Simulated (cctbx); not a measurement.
**Rb4Ge2Se5: precision against data quality**

Space group P-1 (no. 2), a = 7.8880 Å, b = 8.8540 Å, c = 11.5546 Å, α = 102.76°, β = 109.33°, γ = 97.21°.

| atom | mult. | x | y | z | Ueq (Å²) |
| --- | --- | --- | --- | --- | --- |
| Rb1 | 2 | 0.1720 | 0.5073 | 0.9066 | 0.0053 |
| Rb2 | 1 | 0 | 0 | 0 | 0.0047 |
| Rb3 | 1 | 0 | 1/2 | 1/2 | 0.0040 |
| Rb4 | 2 | 0.5969 | 0.4794 | 0.6810 | 0.0048 |
| Rb5 | 2 | 0.7942 | 0.9974 | 0.5928 | 0.0036 |
| Se1 | 2 | 0.0064 | 0.7584 | 0.7464 | 0.0041 |
| Se2 | 2 | 0.2088 | 0.2573 | 0.6721 | 0.0055 |
| Se3 | 2 | 0.4082 | 0.7440 | 0.5709 | 0.0048 |
| Se4 | 2 | 0.5940 | 0.7474 | 0.9483 | 0.0046 |
| Se5 | 2 | 0.2050 | 0.7494 | 0.1482 | 0.0037 |
| Ge1 | 2 | 0.5498 | 0.8334 | 0.1650 | 0.0064 |
| Ge2 | 2 | 0.6561 | 0.1658 | 0.2323 | 0.0052 |

The model was made for the exercise: a known structure type with other elements put in, its volume estimated, not relaxed; displacement parameters are assumed.

Five simulated data sets (cctbx; Mo Kα, λ = 0.71073 Å; 6 % proportional error) differ in resolution or exposure (noise floor 2 counts in the first three, 8 in the last two). Each is refined with the right model, isotropic at 1.1 Å and anisotropic otherwise. How do the figures of merit and the uncertainties move?

| d min (Å) | top counts | ⟨I/σ⟩ (unmerged, absences included) | unique | param. (scale apart) | Rint | R1 | GooF | largest s.u. xyz (fractional) | s.u. U of Ge1 (Å²) | largest error (Å) |
| --- | --- | --- | --- | --- | --- | --- | --- | --- | --- | --- |
| 1.1 | 5000 | 5.2 | 1110 | 42 | 0.051 | 0.0393 | 0.96 | 0.00025 | 0.0006 | 0.0041 |
| 0.84 | 5000 | 4.9 | 2478 | 102 | 0.055 | 0.0434 | 0.94 | 0.00016 | 0.0006 | 0.0019 |
| 0.6 | 5000 | 4.2 | 6730 | 102 | 0.064 | 0.0518 | 0.94 | 0.00010 | 0.0003 | 0.0019 |
| 0.75 | 300 | 0.6 | 3481 | 102 | 0.441 | 0.1810 | 0.94 | 0.00249 | 0.0066 | 0.0491 |
| 0.75 | 3000 | 2.7 | 3481 | 102 | 0.103 | 0.0670 | 0.94 | 0.00032 | 0.0010 | 0.0056 |

The number of reflections grows roughly as 1/d³: 1110, 2478 and 6730 here. R1 follows the noise rather than the truth: at 300 counts it is 0.1810, at 3000 counts 0.0670, while GooF is 0.94 and 0.94: the weights 1/σ² carry the noise. The s.u. of U (U11 where anisotropic) for Ge1 goes 0.0006, 0.0006, 0.0003 Å² with resolution and 0.0066, 0.0010 Å² with exposure.

Hardware for the 0.6 Å refinement: 0.61 s on 1 thread of Arm Neoverse V1 (shared host), peak memory 0.1 GiB.
